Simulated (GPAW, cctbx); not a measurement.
## By hand: from a DFT structure factor to an extinction distance in TlCu3

TlCu3, P6_3/mmc (no. 194), a = 5.6131 Å, b = 5.6131 Å, c = 4.4560 Å, α = 90.00°, β = 90.00°, γ = 120.00°.

| atom | mult. | x | y | z |
| --- | --- | --- | --- | --- |
| Tl1 | 2 | 2/3 | 1/3 | 1/4 |
| Cu1 | 6 | 0.3043 | 0.1522 | 3/4 |

The start was made by putting kin elements into a known structure type; the compound need not exist, or be stable, in this form.

A DFT run (GPAW, PBE, 450 eV, 5×5×5 k-points, Fermi–Dirac width 0.1 eV) gives the static X-ray structure factor of 100 as 32.325 e for the conventional cell; superposed free atoms give 32.372 e. **Problem.** Find the Fourier component V of the crystal potential and the two-beam extinction distance at 80 kV in both cases, then the holographic phase shift per nanometre.

## 1. Geometry

The cell volume is Ω = 121.58 Å³ and d(100) = 4.8611 Å, so g = 1/d = 0.2057 Å⁻¹.

## 2. The nuclei

Electrons feel nuclei as well as electrons, so the nuclear charges are summed with the same phases.

Phase sums Σ exp(2πi h·x), turned so that the total is real and positive: Tl +1.000, Cu -1.638. Then F_Z = 81 × (+1.000) + 29 × (-1.638) = 33.49 e. The electron term has the same sign for this reflection.

## 3. Mott–Bethe

Poisson's equation, term by term, gives V = (e/4πε₀)(F_Z − F)/(πΩg²), with e/4πε₀ = 14.3996 V Å.

The prefactor is 14.3996 × 4.8611²/(π × 121.58) = 0.89082 V per electron. Free atoms: (33.49 − 32.372) × 0.89082 = 0.997 V. Crystal: (33.49 − 32.325) × 0.89082 = 1.038 V. F changes by -0.15 % and V by +4.2 %: the same 0.05 e is measured against F_Z − F = 1.1 e in place of F = 32.4 e.

## 4. Extinction distance

In the two-beam case ξ = 1/(λU) with U = 2γm₀eV/h², that is ξ = 150.41 V Å²/(γλV).

At 80 kV, λ = 0.04176 Å and γ = 1.1566. Free atoms: ξ = 3125 Å. Crystal: ξ = 2999 Å. The thickness fringes go as sin²(πt/ξ), so the two patterns slip by a quarter of a period when t|1/ξ₁ − 1/ξ₀| = 1/4, at t ≈ 1860 nm, thicker than usual samples. Thermal motion, absorption and many-beam coupling, left out here, change a real pattern.

## 5. Phase shift

A slab run (normal [210], unrelaxed) gives a mean inner potential of 21.48 V; free atoms give 23.05 V. The phase shift is φ = C_E V₀ t, with C_E = (2π/λE)(E + m₀c²)/(E + 2m₀c²).

C_E = 10.087 × 10⁻³ rad/(V nm). The shift is 0.2167 rad/nm in the crystal and 0.2326 rad/nm for free atoms. A sample 50 nm thick gives φ = 10.84 rad; read with the free-atom value it would seem 46.6 nm thick.

## 6. Answer

V(100) is 1.04 V against 1.00 V, and ξ is 2999 against 3125 Å. The phase shift is 0.217 rad/nm, and free atoms would misjudge a thickness by -7 %. Limits: static atoms, two beams.
